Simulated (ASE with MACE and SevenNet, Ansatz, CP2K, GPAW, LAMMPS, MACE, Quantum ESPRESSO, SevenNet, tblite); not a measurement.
# Running amorphous Ge (66 atoms) with machine-learned potentials

Wanted: machine-learned potentials inputs and outputs for amorphous Ge (66 atoms), checked against a plane-wave reference.

Calculated with ASE with MACE and SevenNet; the method is named at each step.

## (1) Set-up

The cell holds 66 atoms: 66 Ge. Cell: a = 11.531 Å, b = 11.531 Å, c = 11.531 Å, α = 90.0°, β = 90.0°, γ = 90.0°. 66 atoms (66 Ge) placed at random at 5.19 g/cm³, melted at 3500 K for 10 ps at fixed volume with the Tersoff potential (Tersoff, Phys. Rev. B 39, 5566 (1989)). Quenched from 3500 K to 300 K at 5 K/ps and fixed volume, held 5 ps, then minimised at fixed cell.

The yardstick, on the same geometry:

* method: Kohn-Sham DFT, PBE, SSSP efficiency 1.3.0 pseudopotentials, plane waves (Quantum ESPRESSO 7.5); sssp-pbe-1.3.0-efficiency, cutoffs 45/360 Ry, Γ point
* r.m.s. force component: 0.2306 eV/Å
* longest force: 0.7477 eV/Å
* pressure: 2.79 GPa
* time: 6 min on 4 MPI ranks of Intel Xeon Platinum 8259CL at 2.50GHz (Skylake/Cascade Lake), shared host
* CPU time: 24 min

## (2) MACE MP-0b3 medium potential

Method: machine-learned interatomic potential MACE MP-0b3 medium, trained on PBE(+U) plane-wave data.

run.py reads:

```python
import numpy as np
from ase.io import read
import mlip  # loads the published weights by name

atoms = read("structure.xyz")
atoms.calc = mlip.calc("mace-mp-0b3-medium")
energy = atoms.get_potential_energy()
forces = atoms.get_forces()
print(f"energy {energy:.6f} eV")
print("forces (eV/A)")
for i, (a, f) in enumerate(zip(atoms, forces)):
    print(f"{i:4d} {a.symbol:2s} {f[0]:10.5f} {f[1]:10.5f} {f[2]:10.5f}")
stress = -atoms.get_stress(voigt=False) * 160.21766
print("stress (GPa, compression positive)")
for row in stress:
    print(" ".join(f"{x:10.4f}" for x in row))
```

structure.xyz reads:

```xyz
66
Lattice="11.53150 0.00000 0.00000 0.00000 11.53150 0.00000 0.00000 0.00000 11.53150" Properties=species:S:1:pos:R:3 pbc="T T T"
Ge 8.95479 7.46249 11.02677
Ge 5.30172 0.69177 1.13389
Ge 3.77945 4.35579 9.07379
Ge 8.16349 11.32774 3.66794
Ge 11.45458 5.76771 8.79138
Ge 2.11384 8.92423 8.53446
Ge 5.20474 6.58137 9.39552
Ge 1.53450 5.97251 0.48894
Ge 6.99778 6.42893 1.66019
Ge 4.41622 0.09721 7.66660
Ge 5.71317 0.37339 3.61132
Ge 0.48917 3.46452 3.43028
Ge 0.89438 7.52926 10.13561
Ge 4.04513 10.06608 3.99959
Ge 2.78590 11.07093 9.44845
Ge 4.02380 10.39841 11.51340
Ge 2.44918 3.86040 11.16906
Ge 10.83592 7.78296 3.22963
Ge 3.09563 3.25488 3.73851
Ge 8.94072 1.27515 1.84769
Ge 1.09642 2.41170 7.15299
Ge 5.14432 9.36081 6.19357
Ge 6.04896 3.21348 0.30455
Ge 3.75074 5.63913 3.93339
Ge 10.83223 9.12453 11.01385
Ge 6.60409 10.06908 8.40692
Ge 1.81863 4.67176 7.67491
Ge 7.87705 3.44642 2.00740
Ge 10.34283 11.02181 9.35389
Ge 8.46078 8.90912 3.23620
Ge 7.41787 8.81018 0.88746
Ge 2.48942 6.29424 5.92638
Ge 3.45541 6.69888 1.71047
Ge 8.43806 4.24936 8.61599
Ge 6.20003 6.07226 3.98298
Ge 10.12270 10.18185 7.06823
Ge 7.71065 6.61770 9.00749
Ge 0.22867 11.34146 3.25361
Ge 9.05776 4.16599 6.15263
Ge 7.97403 0.26834 9.60908
Ge 10.23778 4.26077 10.31031
Ge 3.88323 7.67064 7.46688
Ge 11.28484 5.58517 2.16815
Ge 10.07484 6.41417 6.83322
Ge 5.29976 2.41297 5.11976
Ge 7.04494 8.08324 5.11214
Ge 7.21872 3.94089 4.44193
Ge 3.01180 9.11507 1.84585
Ge 2.93119 1.43971 5.86965
Ge 11.36764 1.74103 1.76524
Ge 10.04428 0.25934 5.13832
Ge 6.94139 2.54154 9.48454
Ge 7.54714 11.34215 0.41675
Ge 10.82877 2.61027 5.50791
Ge 5.11999 2.53485 7.84684
Ge 0.30535 7.37532 5.43295
[... 6 atom lines left out ...]
Ge 1.97823 10.95527 4.92199
Ge 3.72329 2.71671 1.37963
Ge 0.75151 0.99817 9.22428
Ge 9.24988 5.28108 0.88112
```

Started as:

```console
> OMP_NUM_THREADS=1 python run.py > output.txt
```

Log:

```text
energy -292.771664 eV
forces (eV/A)
   0 Ge    0.06807   -0.06388    0.04953
   1 Ge   -0.18418   -0.06557    0.04343
   2 Ge    0.19534   -0.17210    0.12491
   3 Ge   -0.25006    0.12764    0.12815
   4 Ge   -0.14299    0.04114   -0.17276
   5 Ge    0.13416   -0.08974    0.14012
   6 Ge    0.06090    0.11745   -0.20405
   7 Ge   -0.12623    0.03220   -0.10112
   8 Ge    0.16762    0.12270    0.20894
   9 Ge    0.09457    0.15933   -0.05017
  10 Ge   -0.06516    0.08462    0.19127
  11 Ge    0.14982    0.09249    0.12409
  12 Ge    0.18705    0.02811    0.09589
  13 Ge    0.18948   -0.11237   -0.12169
  14 Ge   -0.03907    0.24004    0.28173
  15 Ge   -0.19858    0.10800   -0.00362
  16 Ge    0.15462   -0.13204   -0.17841
  17 Ge   -0.13161   -0.00064   -0.12657
  18 Ge   -0.09961   -0.11056    0.19139
  19 Ge    0.21832   -0.13682   -0.14012
  20 Ge   -0.15886   -0.11600    0.15187
  21 Ge    0.12739    0.01446   -0.27972
  22 Ge   -0.01518    0.13780   -0.03224
  23 Ge    0.10586   -0.00627   -0.04811
[...]
58 Ge    0.00685    0.06848   -0.22142
  59 Ge   -0.04050    0.00235   -0.02787
  60 Ge   -0.20116   -0.06093   -0.05160
  61 Ge   -0.16083   -0.27385    0.12283
  62 Ge   -0.01261    0.03171   -0.21087
  63 Ge    0.17790   -0.24357   -0.05974
  64 Ge    0.03624   -0.15717   -0.05046
  65 Ge   -0.01707   -0.11226   -0.13494
stress (GPa, compression positive)
    1.6118     0.2038     0.1633
    0.2038     1.5448     0.4394
    0.1633     0.4394     0.5956
```

Elapsed: 20 s, on 1 thread of Intel Xeon Platinum 8259CL at 2.50GHz (Skylake/Cascade Lake), shared host; peak memory 0.8 GiB.

Banners, paths, timers and routine set-up lines are dropped from the logs unmarked, and long logs keep their key lines alone; longer cuts are marked.

Numbers from this run, and their distance from the reference:

| Property | Result |
| --- | --- |
| r.m.s. force component | 0.1438 eV/Å |
| r.m.s. difference of force components | 174.1 meV/Å |
| longest difference of force vectors | 631 meV/Å |
| force difference over r.m.s. force | 75.53 % |
| slope of forces against the reference's | 0.4092 |
| correlation of force components | 0.6562 |
| pressure | 1.251 GPa |
| pressure difference | -1.539 GPa |

The surroundings of Ge36, picked at random, nearest first, numbered as they follow in the input and with coordinates relative to it.

```csv
atom,x,y,z,distance (Å),bonds,Fx,Fy,Fz (eV/Å)
Ge36,0.00,0.00,0.00,0.00,4,-0.236,0.026,0.045
Ge57,2.25,-0.73,-0.54,2.42,4,0.046,0.159,0.023
Ge29,0.22,0.84,2.29,2.45,4,-0.120,0.106,0.132
Ge51,-0.08,1.61,-1.93,2.51,4,0.086,-0.024,0.038
Ge60,-1.76,-1.89,0.13,2.58,5,-0.041,0.002,-0.028
Ge56,1.71,-2.81,-1.64,3.67,4,0.080,-0.188,-0.188
Ge40,-2.15,1.62,2.54,3.70,4,0.148,0.129,-0.350
Ge26,-3.52,-0.11,1.34,3.77,5,0.080,-0.016,-0.011
Ge44,-0.05,-3.77,-0.24,3.78,4,-0.197,-0.199,-0.271
Ge65,2.16,2.35,2.16,3.85,4,0.036,-0.157,-0.050
```

Atoms are counted from 1 here, from 0 in the log.

Forces lie 76 % from the reference's, at 0.0100 times its CPU time (on 1 against 4 cores).

## (3) MACE MPA-0 medium potential

Method: machine-learned interatomic potential MACE MPA-0 medium, trained on PBE(+U) plane-wave data.

run.py: that of step 2 with these lines changed.

```diff
@@ -5,3 +5,3 @@
 atoms = read("structure.xyz")
-atoms.calc = mlip.calc("mace-mp-0b3-medium")
+atoms.calc = mlip.calc("mace-mpa-0-medium")
 energy = atoms.get_potential_energy()
```

structure.xyz is that of step 2.

Log:

```text
energy -291.303099 eV
forces (eV/A)
   0 Ge    0.16587    0.02047    0.20424
   1 Ge   -0.04971   -0.06284    0.07038
   2 Ge    0.04684   -0.24658    0.06443
   3 Ge   -0.14922    0.27697    0.03900
   4 Ge   -0.04524    0.09621    0.00056
   5 Ge    0.27180   -0.00956    0.16513
   6 Ge   -0.08625    0.16591   -0.14993
   7 Ge   -0.34750    0.04259   -0.14581
   8 Ge    0.21231    0.16582    0.29409
   9 Ge    0.10235    0.14077   -0.03648
  10 Ge   -0.20649   -0.07389    0.17607
  11 Ge   -0.01320    0.05444   -0.07668
  12 Ge    0.25557   -0.05810    0.08960
  13 Ge    0.09884   -0.12132   -0.16656
  14 Ge   -0.17526    0.15542    0.29018
  15 Ge   -0.24023    0.10424   -0.07493
  16 Ge    0.07749   -0.08916   -0.23877
  17 Ge   -0.11889   -0.02976   -0.03400
  18 Ge   -0.08984   -0.02064    0.06699
  19 Ge    0.34984   -0.27893    0.02526
  20 Ge   -0.17545   -0.11327    0.27217
  21 Ge    0.09955    0.13445   -0.35687
  22 Ge   -0.04604    0.19360    0.07948
  23 Ge    0.18683    0.02880   -0.25223
[...]
58 Ge   -0.22099   -0.02571   -0.04970
  59 Ge    0.03728   -0.06855    0.04592
  60 Ge   -0.14777   -0.07111    0.12235
  61 Ge   -0.18210   -0.31508    0.16112
  62 Ge    0.13056    0.10061   -0.20857
  63 Ge    0.30634   -0.25584    0.07674
  64 Ge    0.11342   -0.07288   -0.13457
  65 Ge    0.03871   -0.01041   -0.38701
stress (GPa, compression positive)
    2.7711     0.1739     0.3712
    0.1739     2.6653     0.7050
    0.3712     0.7050     0.9456
```

Wall time 12 s (1 thread); peak memory 0.81 GiB.

Against the reference:

| Property | Result |
| --- | --- |
| r.m.s. force component | 0.1669 eV/Å |
| r.m.s. difference of force components | 165.8 meV/Å |
| longest difference of force vectors | 631.3 meV/Å |
| force difference over r.m.s. force | 71.89 % |
| slope of forces against the reference's | 0.5036 |
| correlation of force components | 0.6957 |
| pressure | 2.127 GPa |
| pressure difference | -0.6624 GPa |

Against the first run (76 %), the force difference from the reference is 72 %, at 0.85 times the CPU time.

## (4) SevenNet 0 potential

Method: machine-learned interatomic potential SevenNet 0, trained on PBE(+U) plane-wave data.

run.py: that of step 3 with these lines changed.

```diff
@@ -5,3 +5,3 @@
 atoms = read("structure.xyz")
-atoms.calc = mlip.calc("mace-mpa-0-medium")
+atoms.calc = mlip.calc("7net-0")
 energy = atoms.get_potential_energy()
```

structure.xyz is that of step 3.

Log:

```text
energy -293.887756 eV
forces (eV/A)
   0 Ge    0.00388   -0.05977   -0.08687
   1 Ge   -0.18005    0.05219    0.14281
   2 Ge    0.14651   -0.27984   -0.01458
   3 Ge   -0.25207    0.11615    0.10318
   4 Ge   -0.10770   -0.01515    0.01725
   5 Ge    0.02157   -0.03710    0.15840
   6 Ge    0.02014   -0.00966   -0.08318
   7 Ge   -0.25609   -0.00424   -0.14359
   8 Ge    0.23448    0.07657    0.13433
   9 Ge    0.10809    0.16961    0.12757
  10 Ge   -0.15607    0.10967    0.15115
  11 Ge   -0.09781    0.14018    0.03622
  12 Ge    0.23234   -0.03969    0.06669
  13 Ge    0.23124   -0.12217   -0.15719
  14 Ge    0.03772    0.17004    0.14374
  15 Ge   -0.17944    0.10117   -0.01879
  16 Ge    0.35805    0.03734   -0.20316
  17 Ge   -0.16245    0.03848   -0.03215
  18 Ge    0.05857   -0.11285    0.02131
  19 Ge    0.30734   -0.23979   -0.11908
  20 Ge   -0.15720   -0.04260    0.11964
  21 Ge    0.02264    0.01463   -0.09698
  22 Ge    0.01901    0.00165    0.11125
  23 Ge   -0.00631   -0.02233   -0.16201
[...]
58 Ge    0.06476   -0.01846   -0.22125
  59 Ge    0.12820   -0.00929    0.02925
  60 Ge   -0.22700   -0.03518   -0.10437
  61 Ge   -0.22555   -0.27075    0.21845
  62 Ge    0.13873   -0.03536   -0.15129
  63 Ge    0.23578   -0.20375   -0.07014
  64 Ge    0.09553   -0.11105   -0.22765
  65 Ge   -0.00216   -0.00880   -0.15936
stress (GPa, compression positive)
    2.2583     0.0728     0.1983
    0.0728     2.0914     0.3631
    0.1983     0.3631     1.1172
```

The job ended after 16 s (1 thread; peak memory 0.7 GiB).

Against the reference:

- r.m.s. force component: 0.1454 eV/Å
- r.m.s. difference of force components: 184.1 meV/Å
- longest difference of force vectors: 617.6 meV/Å
- force difference over r.m.s. force: 79.87 %
- slope of forces against the reference's: 0.3798
- correlation of force components: 0.6024
- pressure: 1.822 GPa
- pressure difference: -0.9674 GPa

Against the first run (76 %), the force difference from the reference is 80 %, at 0.98 times the CPU time.

## (5) Side by side

Differences are against the plane-wave reference, forces as r.m.s. over components; share is that over the reference's r.m.s. force, slope the least-squares factor from reference forces to these. Total energies of different programs have different zeros and aren't compared.

```csv
run,"Δ force, r.m.s. (meV/Å)",share (%),slope,Δ pressure (GPa),cores,CPU time,memory (GiB)
reference,-,-,-,-,4,24 min,4.7
MACE MP-0b3 medium potential,174,75.5,0.409,-1.54,1,14 s,0.8
MACE MPA-0 medium potential,166,71.9,0.504,-0.662,1,12 s,0.81
SevenNet 0 potential,184,79.9,0.380,-0.967,1,14 s,0.7
```

Times of the machine-learned potentials are mostly Python's start and the loading of weights.

CPU time is summed over cores on a shared host, where runs went side by side, so it is rough. Symmetry, cutoffs, thresholds, outputs and thread counts weren't matched or tuned between programs; memory under MPI is the largest rank's times the ranks.

## (6) What came out

| Quantity | Value |
| --- | --- |
| nearest in forces | MACE MPA-0 medium potential, 72 % |
| its CPU time | 12 s |

In words: Machine-learned potentials differ by 72 % (MACE MPA-0 medium potential) to 80 % (SevenNet 0 potential); they were trained on other programs' data. Among those trained on PBE data the slope goes as low as 0.38, with a correlation of 0.60, so directions differ as well as sizes. The reference's pressure holds the uncorrected Pulay stress of its 45 Ry basis, so small pressure differences, and their order, may be the reference's own error. Machine-learned potentials mimic data converged in k, so the reference's own k-point error enters their differences. The quench rate of 5 K/ps is many orders above laboratory rates, so the cell is likely richer in defects and strain than a real sample. The network of bonds at the start is that of the classical potential that made the cell, and needn't be the one that DFT or experiment would give. The reference's pressure of 2.8 GPa belongs to a cell and atoms that aren't relaxed at this level. The electronic-structure runs sample only Γ, in a cell whose shortest periodic width is 12 Å, which is coarse for a cell with partly filled levels.

[Also dropped from logs without a mark: logging warnings of Python, and SIESTA's first energy breakdown and zero terms.]

[Logs are printed without paths, hosts, clocks, repeated set-up lines and the standing remarks that a program may print on its own settings, such as how far it seeks lower states.]

[Hosts, paths, dates, database ids (printed as entryN), source tags and the programs' standing remarks are cut or masked in the printed files.]
